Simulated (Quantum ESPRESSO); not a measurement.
# O K ELNES/XANES of CSO (Cm) from DFT

What does one-electron theory with a core hole give for the O K edge of CSO (Cm)?

Program: Quantum ESPRESSO 7.5. Level of theory: X-ray absorption near-edge structure, plane-wave PAW LDA, one-electron final states by a Lanczos continued fraction. Results are calculated unless marked as measured.

**1. Starting point**

The structure is monoclinic, space group Cm (No. 8). The conventional cell has a = 5.201 Å, b = 7.256 Å, c = 4.245 Å, α = 90.00°, β = 102.67°, γ = 90.00°. S has 1 C at 1.56 Å nearest. O has 1 C at 1.18 Å nearest. C has 1 O at 1.18 Å and 1 S at 1.56 Å nearest. Farther neighbours and most contacts between anions are not listed.

**2. The field without a hole**

A plain self-consistent run shows whether there is a gap, which decides the set-up of the core-hole run.

The PAW data sets are made with ld1.x, with reconstruction data.

scf.in

```
&control
   calculation='scf', prefix='x', pseudo_dir='../pp', outdir='tmp', tprnfor=.true.
/
&system
   ibrav=0, nat=3, ntyp=3, nbnd=12
   ecutwfc=50, ecutrho=400
   occupations='smearing', smearing='mv', degauss=0.015
/
&electrons
   conv_thr=3.0e-08, electron_maxstep=120
   mixing_beta=0.5
/
ATOMIC_SPECIES
S 1.0 S.lda-nl-kjpaw.UPF
O3 1.0 O.lda-n-kjpaw.UPF
C 1.0 C.lda-n-kjpaw.UPF
CELL_PARAMETERS angstrom
  2.60071600 -3.62786100 0.00000000
  2.60071600 3.62786100 0.00000000
  -0.93099000 0.00000000 4.14162300
ATOMIC_POSITIONS crystal
S    0.31168200 0.31168200 0.99850500
O3   0.78374200 0.78374200 0.43642900
C    0.58038700 0.58038700 0.24834500
K_POINTS automatic
7 7 7 0 0 0
```

Command:

```console
$ OMP_NUM_THREADS=1 mpirun --oversubscribe --bind-to none -np 4 pw.x -nk 4 -in scf.in > scf.out
```

The program printed:

```text
     [... banner and references ...]
using ibrav=0 with symmetry is DISCOURAGED, use correct ibrav instead

     G-vector sticks info
     --------------------

     Using Slab Decomposition

     bravais-lattice index     =            0
     lattice parameter (alat)  =       8.4353  a.u.
     unit-cell volume          =     527.4007 (a.u.)^3
     number of atoms/cell      =            3
     number of atomic types    =            3
     number of electrons       =        16.00
     number of Kohn-Sham states=           12
     kinetic-energy cutoff     =      50.0000  Ry
     charge density cutoff     =     400.0000  Ry
     scf convergence threshold =      3.0E-08
     mixing beta               =       0.5000
     number of iterations used =            8  plain     mixing
     Exchange-correlation= SLA  PZ   NOGX NOGC
                           (   1   1   0   0   0   0   0)

     celldm(1)=   8.435272  celldm(2)=   0.000000  celldm(3)=   0.000000
     celldm(4)=   0.000000  celldm(5)=   0.000000  celldm(6)=   0.000000

     crystal axes: (cart. coord. in units of alat)
               a(1) = (   0.582630  -0.812738   0.000000 )
               a(2) = (   0.582630   0.812738   0.000000 )
               a(3) = (  -0.208567   0.000000   0.927834 )

     reciprocal axes: (cart. coord. in units 2 pi/alat)
               b(1) = (  0.858178 -0.615205  0.192909 )
               b(2) = (  0.858178  0.615205  0.192909 )
               b(3) = ( -0.000000  0.000000  1.077779 )

     ../pp/S.lda-nl-kjpaw.UPF
     Pseudo is Projector augmented-wave + core cor, Zval =  6.0
     Shape of augmentation charge: PSQ
     Using radial grid of 1151 points,  4 beta functions with:
                l(1) =   0
                l(2) =   0
                l(3) =   1
                l(4) =   1
     Q(r) pseudized with 0 coefficients

     ../pp/O.lda-n-kjpaw.UPF
     Pseudo is Projector augmented-wave + core cor, Zval =  6.0
     Shape of augmentation charge: PSQ
     Using radial grid of 1095 points,  4 beta functions with:
                l(1) =   0
[...]
Q(r) pseudized with 0 coefficients

     ../pp/C.lda-n-kjpaw.UPF
     Pseudo is Projector augmented-wave + core cor, Zval =  4.0
     Shape of augmentation charge: PSQ
     Using radial grid of 1073 points,  4 beta functions with:
[...]
l(2) =   0
                l(3) =   1
                l(4) =   1
     Q(r) pseudized with 0 coefficients

     atomic species   valence    mass     pseudopotential
     S                 6.00     1.00000     S ( 1.00)
     O3                6.00     1.00000     O ( 1.00)
     C                 4.00     1.00000     C ( 1.00)

      2 Sym. Ops. (no inversion) found

   Cartesian axes

     site n.     atom                  positions (alat units)
         1        S      tau(   1) = (   0.1549356  -0.0000000   0.9264470  )
         2        O3     tau(   2) = (   0.8222384  -0.0000000   0.4049337  )
         3        C      tau(   3) = (   0.6245050  -0.0000000   0.2304230  )

     number of k points=   100  Marzari-Vanderbilt smearing, width (Ry)=  0.0150

     Number of k-points >= 100: set verbosity='high' to print them.

     Dense  grid:    71289 G-vectors     FFT dimensions: (  54,  54,  54)

     Smooth grid:    25133 G-vectors     FFT dimensions: (  40,  40,  40)

     Initial potential from superposition of free atoms

     starting charge      15.9999, renormalised to      16.0000
     Starting wfcs are   12 randomized atomic wfcs
     Checking if some PAW data can be deallocated...

     per-process dynamical memory:    54.9 Mb

     Self-consistent Calculation

     iteration #  1     ecut=    50.00 Ry     beta= 0.50
     Davidson diagonalization with overlap
     ethr =  1.00E-02,  avg # of iterations =  5.7

     negative rho (up, down):  2.489E-05 0.000E+00

     total energy              =    -122.15843136 Ry
     estimated scf accuracy    <       0.29718911 Ry

     iteration #  2     ecut=    50.00 Ry     beta= 0.50
     Davidson diagonalization with overlap
     ethr =  1.86E-03,  avg # of iterations =  2.4

     negative rho (up, down):  1.289E-04 0.000E+00

     total energy              =    -122.22669872 Ry
     estimated scf accuracy    <       0.27055643 Ry

     iteration #  3     ecut=    50.00 Ry     beta= 0.50
     Davidson diagonalization with overlap
     ethr =  1.69E-03,  avg # of iterations =  1.0

     negative rho (up, down):  4.329E-04 0.000E+00

     total energy              =    -122.27427219 Ry
     estimated scf accuracy    <       0.00975602 Ry

     iteration #  4     ecut=    50.00 Ry     beta= 0.50
     Davidson diagonalization with overlap
     ethr =  6.10E-05,  avg # of iterations =  6.8

     negative rho (up, down):  5.978E-04 0.000E+00

     total energy              =    -122.27693912 Ry
     estimated scf accuracy    <       0.00081398 Ry

     iteration #  5     ecut=    50.00 Ry     beta= 0.50
     Davidson diagonalization with overlap
     ethr =  5.09E-06,  avg # of iterations =  5.8

     negative rho (up, down):  6.866E-04 0.000E+00

     total energy              =    -122.27718133 Ry
     estimated scf accuracy    <       0.00009490 Ry

     iteration #  6     ecut=    50.00 Ry     beta= 0.50
     Davidson diagonalization with overlap
     ethr =  5.93E-07,  avg # of iterations =  3.0

[...]
total energy              =    -122.27720503 Ry
     estimated scf accuracy    <       0.00000901 Ry

     iteration #  7     ecut=    50.00 Ry     beta= 0.50
     Davidson diagonalization with overlap
     ethr =  5.63E-08,  avg # of iterations =  3.6

[...]
total energy              =    -122.27720822 Ry
     estimated scf accuracy    <       0.00000169 Ry

     iteration #  8     ecut=    50.00 Ry     beta= 0.50
     Davidson diagonalization with overlap
     ethr =  1.06E-08,  avg # of iterations =  3.3

[...]
total energy              =    -122.27720864 Ry
     estimated scf accuracy    <       0.00000077 Ry

     iteration #  9     ecut=    50.00 Ry     beta= 0.50
     Davidson diagonalization with overlap
     ethr =  4.79E-09,  avg # of iterations =  2.0

     negative rho (up, down):  6.947E-04 0.000E+00

     total energy              =    -122.27720881 Ry
     estimated scf accuracy    <       0.00000003 Ry

     iteration # 10     ecut=    50.00 Ry     beta= 0.50
     Davidson diagonalization with overlap
     ethr =  2.07E-10,  avg # of iterations =  4.4

     negative rho (up, down):  6.949E-04 0.000E+00

     End of self-consistent calculation

     Number of k-points >= 100: set verbosity='high' to print the bands.

     the Fermi energy is     0.5156 ev

!    total energy              =    -122.27720883 Ry
     total all-electron energy =     -1021.159149 Ry
     estimated scf accuracy    <          8.2E-09 Ry
     smearing contrib. (-TS)   =      -0.00000000 Ry
     internal energy E=F+TS    =    -122.27720883 Ry

     The total energy is F=E-TS. E is the sum of the following terms:
     one-electron contribution =     -43.15236611 Ry
     hartree contribution      =      26.77348392 Ry
     xc contribution           =     -16.62097456 Ry
     ewald contribution        =     -31.22827131 Ry
     one-center paw contrib.   =     -58.04908077 Ry

     convergence has been achieved in  10 iterations

     negative rho (up, down):  6.949E-04 0.000E+00

     Forces acting on atoms (cartesian axes, Ry/au):

     atom    1 type  1   force =     0.00486891   -0.00000000    0.00427591
     atom    2 type  2   force =    -0.02817830   -0.00000000   -0.02451210
     atom    3 type  3   force =     0.02330939    0.00000000    0.02023619

     Total force =     0.048884     Total SCF correction =     0.000105

     XML data file, charge density, pseudopotentials, collected wavefunctions

=------------------------------------------------------------------------------=
   JOB DONE.
=------------------------------------------------------------------------------=
```

The job ended after 15 s (4 MPI ranks of Arm Neoverse V2, shared host; peak memory 0.1 GiB; 58 s of CPU time).

Absorbing atoms carry a label of their own (element plus a letter or digit), as the spectrum program needs them as separate species.

The mesh shows a gap of 4.78 eV, so the hole is first treated in a charged cell, without the excited electron.

**3. Spectrum without a core hole, O atom 2**

Without a hole the spectrum is the empty density of states of the right symmetry on the absorber, weighted by matrix elements. It needs only the small cell and serves as the baseline.

The absorber has 1 C at 1.18 Å (terminal, site symmetry m).

xspectra.in

```
&input_xspectra
   calculation='xanes_dipole', edge='K'
   prefix='x', outdir='tmp', xiabs=2, xe0=0.2626
   xonly_plot=.false., x_save_file='xanes.sav'
   xniter=3000, xcheck_conv=20, xerror=0.005
   xcoordcrys=.false., xepsilon(1)=1, xepsilon(2)=0, xepsilon(3)=0
/
&plot
   xnepoint=413, xemin=-10, xemax=45, terminator=.true., cut_occ_states=.true.
   xgamma=0.4
/
&pseudos
   filecore='../O.wfc'
/
&cut_occ
   cut_desmooth=0.1, cut_stepl=0.05, cut_stepu=0.05, cut_ierror=1e-5
/
6 6 6 0 0 0
```

Command:

```console
$ OMP_NUM_THREADS=1 mpirun --oversubscribe --bind-to none -np 4 xspectra.x -nk 4 -in xspectra.in > xspectra.out
```

The program printed:

```text
     [... banner and references ...]
Reading input_file

     calculation: xanes_dipole

     xepsilon  [cartesian coordinates]:   1.000000   0.000000   0.000000

     xonly_plot: FALSE
        => complete calculation: Lanczos + spectrum plot

     filecore (core-wavefunction file): ../O.wfc

     main plot parameters:
        cut_occ_states: TRUE
        gamma_mode:  constant
        -> using xgamma [eV]:  0.40
        xemin [eV]: -10.00
        xemax [eV]:  45.00
        xnepoint:  413
        xe0 [eV]:   0.262600 (energy zero read in input file)

[...]
Results of STEP 1 successfully written in x_save_file
     x_save_file name:
     ->  xanes.sav
     x_save_file version:  2

     ... End STEP 1 ...

     ... Begin STEP 2 ...

     The spectrum is calculated using the following parameters:
        xe0 [eV]:    0.2626
        the occupied states are elimintate from the spectrum
        xemin [eV]: -10.00
        xemax [eV]:  45.00
        xnepoint:  413
        constant broadening parameter [eV]:    0.400
        Core level energy [eV]:  -543.1
         (from electron binding energy of neutral atoms in X-ray data booklet)

     Cross-section successfully written in xanes.dat

     ... End STEP 2 ...

                                END JOB XSpectra
```

Wall time 85 s (4 MPI ranks); peak memory 0.08 GiB; 5.7 min of CPU time.

The O K spectrum, O atom 2, no core hole (energy from the lowest empty level; intensity scaled to a mean of 1 over the first 20 eV; the points at xe0, where the cut of filled states can leave a spike, are interpolated; polarised curves are means over the symmetry-equivalent atoms):

| E (eV) | isotropic | ε ∥ x | ε ∥ y | ε ∥ z |
| --- | --- | --- | --- | --- |
| -2.0 | 0.19 | 0.14 | 0.27 | 0.16 |
| -1.0 | 0.52 | 0.36 | 0.74 | 0.44 |
| 0.0 | 3.39 | 2.30 | 5.00 | 2.88 |
| 1.0 | 2.31 | 1.66 | 3.23 | 2.05 |
| 2.0 | 0.74 | 0.76 | 0.76 | 0.71 |
| 3.0 | 0.76 | 0.92 | 0.48 | 0.88 |
| 4.0 | 0.73 | 0.71 | 0.72 | 0.76 |
| 5.0 | 0.75 | 0.77 | 0.64 | 0.84 |
| 6.0 | 0.58 | 0.71 | 0.40 | 0.64 |
| 7.0 | 0.49 | 0.58 | 0.40 | 0.49 |
| 8.0 | 0.69 | 0.80 | 0.60 | 0.68 |
| 9.0 | 0.74 | 0.89 | 0.56 | 0.76 |
| 10.0 | 0.80 | 0.93 | 0.66 | 0.80 |
| 11.0 | 0.91 | 0.95 | 0.96 | 0.82 |
| 12.0 | 1.14 | 1.08 | 1.07 | 1.27 |
| 13.0 | 1.01 | 1.00 | 0.88 | 1.14 |
| 14.0 | 0.84 | 0.87 | 0.81 | 0.85 |
| 15.0 | 0.98 | 1.26 | 0.67 | 1.01 |
| 16.0 | 0.88 | 1.11 | 0.56 | 0.98 |
| 17.0 | 0.80 | 0.96 | 0.61 | 0.83 |
| 18.0 | 0.79 | 0.93 | 0.63 | 0.82 |
| 19.0 | 0.80 | 0.88 | 0.56 | 0.97 |
| 20.0 | 0.82 | 0.93 | 0.61 | 0.91 |
| 21.0 | 0.83 | 0.95 | 0.64 | 0.91 |
| 22.0 | 0.80 | 0.93 | 0.65 | 0.82 |
| 23.0 | 0.72 | 0.81 | 0.70 | 0.66 |
| 24.0 | 0.66 | 0.71 | 0.59 | 0.67 |
| 25.0 | 0.68 | 0.72 | 0.65 | 0.67 |
| 26.0 | 0.70 | 0.73 | 0.67 | 0.69 |
| 27.0 | 0.81 | 0.77 | 0.77 | 0.90 |
| 28.0 | 0.86 | 0.97 | 0.62 | 0.98 |
| 29.0 | 0.83 | 1.12 | 0.47 | 0.91 |
| 30.0 | 0.76 | 1.03 | 0.47 | 0.78 |
| 31.0 | 0.68 | 0.83 | 0.53 | 0.69 |
| 32.0 | 0.64 | 0.67 | 0.60 | 0.65 |

Main maxima below 24 eV (height): 0.4 eV (5.06), 3.6 eV (0.94), 5.1 eV (0.75), 12.4 eV (1.28), 14.8 eV (0.99) and 18.6 eV (0.87). A K edge sees empty p states on the absorber.

**4. Another broadening**

The final state's lifetime shortens with energy, so measured features broaden above the edge; the saved Lanczos coefficients are redrawn with a width that grows.

xspectra_plot.in

```
&input_xspectra
   calculation='xanes_dipole', edge='K'
   prefix='x', outdir='tmp', xiabs=2, xe0=0.2626
   xonly_plot=.true., x_save_file='xanes.sav'
   xniter=3000, xcheck_conv=20, xerror=0.005
   xcoordcrys=.false., xepsilon(1)=1, xepsilon(2)=0, xepsilon(3)=0
/
&plot
   xnepoint=413, xemin=-10, xemax=45, terminator=.true., cut_occ_states=.true.
   gamma_mode='variable', gamma_energy(1)=4, gamma_energy(2)=25, gamma_value(1)=0.3, gamma_value(2)=2.5
/
&pseudos
   filecore='../O.wfc'
/
&cut_occ
   cut_desmooth=0.1, cut_stepl=0.05, cut_stepu=0.05, cut_ierror=1e-5
/
6 6 6 0 0 0
```

Command:

```console
$ OMP_NUM_THREADS=1 xspectra.x -in xspectra_plot.in > xspectra_plot.out
```

The program printed:

```text
     [... banner and references ...]
Reading input_file
     -------------------------------------------------------------------------

     calculation: xanes_dipole

     xonly_plot: TRUE
        => only the spectrum plot

     main plot parameters:
        cut_occ_states: TRUE
        gamma_mode:  variable
        -> first, constant up to point ( 4.00, 0.30) [eV]
        -> then, linear up to point (25.00, 2.50) [eV]
        -> finally, constant up to xemax
        xemin [eV]: -10.00
        xemax [eV]:  45.00
        xnepoint:  413
[...]
xemin [eV]: -10.00
        xemax [eV]:  45.00
        xnepoint:  413
        energy-dependent broadening parameter:
         -> first, constant up to point ( 4.00, 0.30) [eV]
         -> then, linear up to point (25.00, 2.50) [eV]
         -> finally, constant up to xemax
        Core level energy [eV]:  -543.1
         (from electron binding energy of neutral atoms in X-ray data booklet)

     Cross-section successfully written in xanes.dat

     -------------------------------------------------------------------------
                                END JOB XSpectra
     -------------------------------------------------------------------------
[key lines of the parts left out:]
Fermi level [eV]:  -2.1263
```

Elapsed: 7.8 s, on 1 MPI rank; peak memory 0.05 GiB.

With a Lorentzian half width 0.3 eV up to 4 eV, rising linearly to 2.5 eV at 25 eV (counted from xe0, 2.4 eV below the zero used here), the maxima are 0.4 eV (6.04), 3.5 eV (0.89) and 12.3 eV (0.95).

**5. Supercell without a hole, the energy reference**

The photon energy needs a difference of total energies, so the cell and mesh of the coming hole run are first run without a hole.

scf.in

```
&control
   calculation='scf', prefix='x', pseudo_dir='../pp', outdir='tmp', tprnfor=.true.
/
&system
   ibrav=0, nat=9, ntyp=3, nbnd=28
   ecutwfc=50, ecutrho=400
   occupations='fixed'
/
&electrons
   conv_thr=9.0e-08, electron_maxstep=120
   mixing_beta=0.5
/
ATOMIC_SPECIES
S 1.0 S.lda-nl-kjpaw.UPF
O 1.0 O.lda-n-kjpaw.UPF
C 1.0 C.lda-n-kjpaw.UPF
CELL_PARAMETERS angstrom
  -4.27044200 0.00000000 -4.14162300
  -3.53170600 -3.62786100 4.14162300
  -3.53170600 3.62786100 4.14162300
ATOMIC_POSITIONS crystal
S    0.45937700 0.22894100 0.22894100
S    0.12604367 0.56227433 0.56227433
S    0.79271033 0.89560767 0.89560767
O    0.33202900 0.88422900 0.88422900
O    0.99869567 0.21756233 0.21756233
O    0.66536233 0.55089567 0.55089567
C    0.53029367 0.88931933 0.88931933
C    0.19696033 0.22265267 0.22265267
C    0.86362700 0.55598600 0.55598600
K_POINTS automatic
3 3 3 0 0 0
```

Command:

```console
$ OMP_NUM_THREADS=1 mpirun --oversubscribe --bind-to none -np 4 pw.x -nk 4 -in scf.in > scf.out
```

The program printed:

```text
     [... banner and references ...]
[banner, memory and clock lines left out]
Found identity + ( -0.3333  0.3333  0.3333) symmetry
     This is a supercell, fractional translations are disabled
     using ibrav=0 with symmetry is DISCOURAGED, use correct ibrav instead

     G-vector sticks info

     bravais-lattice index     =            0
     lattice parameter (alat)  =      11.2418  a.u.
     unit-cell volume          =    1582.2022 (a.u.)^3
     number of atoms/cell      =            9
[...]
Forces acting on atoms (cartesian axes, Ry/au):

     atom    1 type  1   force =     0.00488056   -0.00000000    0.00429383
     atom    2 type  1   force =     0.00487400   -0.00000000    0.00428711
     atom    3 type  1   force =     0.00487634   -0.00000000    0.00428921
[...]
atom    8 type  3   force =     0.02330288   -0.00000000    0.02023291
     atom    9 type  3   force =     0.02331890   -0.00000000    0.02024429

     Total force =     0.084702     Total SCF correction =     0.000109

     XML data file, charge density, pseudopotentials, collected wavefunctions
[key lines of the parts left out:]
!    total energy              =    -366.83161707 Ry
convergence has been achieved in  15 iterations
```

The job ended after 30 s (4 MPI ranks; peak memory 0.21 GiB; 2 min of CPU time).

Reference energy: -41680.734 eV with the cores included.

(Continued in part 2 of 4.)

[Banner, clock and machine lines of the logs are left out without a mark of their own.]

[Logs are printed without paths, hosts, clocks, repeated set-up lines and the standing remarks that a program may print on its own settings, such as how far it seeks lower states.]

[Hosts, paths, dates, database ids (printed as entryN), source tags and the programs' standing remarks are cut or masked in the printed files.]

[Lists of maxima count a maximum above −3 eV only where it reaches 4 % of the highest in the window and stands out from its surroundings by 2 % of it (1.5 % where it reaches 55 %); shoulders and weaker maxima are passed over, and of the rest the first, up to two pre-edge ones and the few strongest are named.]
